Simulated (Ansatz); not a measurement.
## AlSi2 (built on the sites of a database entry of ScSi2): the cell at rest: bringing the structure to rest

Ansatz 0.2.0; DFT RPBE, scalar-relativistic, plane waves, PAW.

The structure was built from a prototype and need not be the compound's stable phase.

The structure is hexagonal, space group P6/mmm (No. 191). The conventional cell has a = 4.289 Å, b = 4.289 Å, c = 2.954 Å, α = 90.00°, β = 90.00°, γ = 120.00°. Nearest to Al lie 12 Si at 2.88 Å and 2 Al at 2.95 Å. Nearest to Si lie 3 Si at 2.48 Å and 6 Al at 2.88 Å. Farther neighbours are not listed.

Step by step:

| step | energy less that of the first step (eV) | largest force component (eV/Å) | pressure (GPa) | volume (Å³) |
| --- | --- | --- | --- | --- |
| 1 | 0.0000 | 0.0000 | 0.04 | 47.05 |
| 2 | -0.0637 | 0.0000 | 1.33 | 45.81 |
| 3 | -0.1266 | 0.0000 | -0.26 | 46.36 |
| 4 | -0.1230 | 0.0000 | 0.53 | 45.98 |
| 5 | -0.1269 | 0.0000 | 0.02 | 46.21 |
| 6* | -0.1274 | 0.0000 | 0.03 | 46.21 |

Relaxation steps marked * repeat the geometry before them on a plane-wave basis chosen anew for their cell, so energy and pressure can jump there. Relaxation step 4 was tried and not accepted.

Forces are held to the 24 operations that the run works with; a distortion that breaks them can't arise in this run.

| conventional cell, symmetrised | before | after | change |
| --- | --- | --- | --- |
| a (Å) | 4.289 | 4.463 | +4.1 % |
| b (Å) | 4.289 | 4.463 | +4.1 % |
| c (Å) | 2.954 | 2.679 | -9.3 % |
| volume (Å³/atom) | 15.68 | 15.40 | -1.8 % |

Final coordinates:

```
Al Si
1.0
     4.46310    0.00000    0.00000
    -2.23155    3.86516    0.00000
     0.00000    0.00000    2.67879
Al Si
1 2
Direct
  0.00000 0.00000 0.00000
  0.33333 0.66667 0.50000
  0.66667 0.33333 0.50000
```

This step gave:

- pressure: 0.03322 GPa
- volume per atom: 15.40 Å³

Valence density in the ab plane at fractional z = 0.500, with atoms of Si within 0.2 Å of it. It is the smooth field of the valence electrons, not physical close to the nuclei.

Ten even steps from '0' (0.09 e/Å³) to '9' (0.41 e/Å³), each cell a mean:
```
43335798643334
33357999743333
33578678743333
35773048743333
57940069754444
79942599777776
89977998998898
78888889964799
55555689500697
33334587203875
33333587447753
33333589997533
44333589975333
44333578753334
```
Columns run along a (4.5 Å), rows up along b (4.5 Å). Atoms in or near the plane, at fractional coordinates: Si at (0.33, 0.67), Si at (0.67, 0.33).

Electrostatic potential energy in the ab plane at fractional z = 0.500, with atoms of Si within 0.2 Å of it. With pseudopotentials it is smooth inside the atoms' cores, unlike the true potential.

Ten even steps from '_' (-53 eV) to '@' (10 eV), each cell a mean:
```
@@@@@@@@@@@@%%%%@@@@@@@@@@@@
@@@@@@@@%%##**##%%@@@@@@@@@@
@@@@@@##++::--++%%@@@@@@@@@@
@@@@%%==..__..++%%@@@@@@@@@@
@@@@**..____::**@@@@@@@@@@@@
@@%%++..__..++%%@@@@%%%%%%@@
@@%%**--==**%%@@%%**++++##%%
@@%%%%####%%@@%%++::..--**%%
@@@@@@@@@@@@%%**..____::##@@
@@@@@@@@@@@@##==____..++%%@@
@@@@@@@@@@@@##--....==##@@@@
@@@@@@@@@@@@%%**++**%%@@@@@@
@@@@@@@@@@@@%%%%%%@@@@@@@@@@
@@@@@@@@@@@@@@@@@@@@@@@@@@@@
```
Columns run along a (4.5 Å; values clipped at the 3rd and 97th percentile), rows up along b (4.5 Å). Atoms in or near the plane, at fractional coordinates: Si at (0.33, 0.67), Si at (0.67, 0.33).

ELF in the ab plane at fractional z = 0.500, with atoms of Si within 0.2 Å of it. It is the smooth field of the valence electrons, not physical close to the nuclei.

Values, 14 rows by 14 columns, each cell a mean:
```
0.62 0.53 0.44 0.44 0.55 0.68 0.76 0.75 0.66 0.51 0.43 0.45 0.56 0.63
0.51 0.45 0.45 0.56 0.66 0.70 0.71 0.71 0.66 0.53 0.44 0.46 0.52 0.56
0.42 0.44 0.55 0.64 0.56 0.47 0.49 0.60 0.65 0.53 0.43 0.42 0.46 0.45
0.44 0.55 0.65 0.50 0.39 0.42 0.37 0.57 0.65 0.52 0.43 0.43 0.44 0.43
0.56 0.67 0.66 0.40 0.50 0.48 0.46 0.67 0.66 0.55 0.52 0.53 0.53 0.51
0.69 0.75 0.64 0.38 0.37 0.43 0.67 0.75 0.69 0.66 0.65 0.65 0.66 0.66
0.75 0.76 0.66 0.49 0.52 0.67 0.76 0.75 0.75 0.67 0.57 0.60 0.71 0.75
0.71 0.70 0.68 0.64 0.67 0.70 0.73 0.76 0.67 0.46 0.37 0.49 0.71 0.76
0.58 0.57 0.59 0.58 0.57 0.60 0.70 0.67 0.43 0.48 0.42 0.47 0.70 0.68
0.45 0.45 0.46 0.45 0.47 0.57 0.67 0.52 0.37 0.50 0.39 0.56 0.66 0.55
0.41 0.43 0.43 0.41 0.45 0.58 0.64 0.49 0.38 0.40 0.50 0.64 0.56 0.44
0.50 0.52 0.48 0.43 0.46 0.59 0.68 0.66 0.64 0.66 0.65 0.55 0.45 0.44
0.61 0.59 0.52 0.43 0.45 0.57 0.70 0.76 0.75 0.67 0.55 0.44 0.45 0.53
0.67 0.61 0.50 0.41 0.45 0.58 0.71 0.75 0.69 0.56 0.44 0.42 0.51 0.62
```
Columns run along a (4.5 Å), rows up along b (4.5 Å). Atoms in or near the plane, at fractional coordinates: Si at (0.33, 0.67), Si at (0.67, 0.33).

What was run to get this?

The system, level and task follow from the heading and the kind of results. Meshes, cutoffs and thresholds can't be read from the results; these are the ones that the run used.

Contents of input.yaml:

```yaml
crystal:
  lattice:
    - [4.2888883473, 0.0, 0.0]
    - [-2.1444441736, 3.7142862628, 0.0]
    - [0.0, 0.0, 2.9538006574]
  atoms:
    - { symbol: Al, position: [0.0, 0.0, 0.0] }
    - { symbol: Si, position: [0.3333333333, 0.6666666667, 0.5] }
    - { symbol: Si, position: [0.6666666667, 0.3333333333, 0.5] }
kpoints:
  mp_grid: { grid: [12, 12, 12] }
hamiltonian:
  xc: rpbe
scf:
  occupations: { method: gaussian, width: 0.1 }
output:
  forces: true
  stress: true
  eigenvalues: true
  write_density: true
  write_potential: true
  elf: true
  volumetric_format: npy
relax:
  adjacent_minimum: "off"
  f_tol: 0.005
  max_steps: 80
  cell: { stress_tol: 0.05 }
```

Started as:

```console
> ansatz run input.yaml --threads 4 --pin off --max-ram 7168MiB --backend cpu --events-out ev --progress --plain --runs-dir out
```

[Logs are printed without paths, hosts, clocks, repeated set-up lines and the standing remarks that a program may print on its own settings, such as how far it seeks lower states.]

[Hosts, paths, dates, database ids (printed as entryN), source tags and the programs' standing remarks are cut or masked in the printed files.]
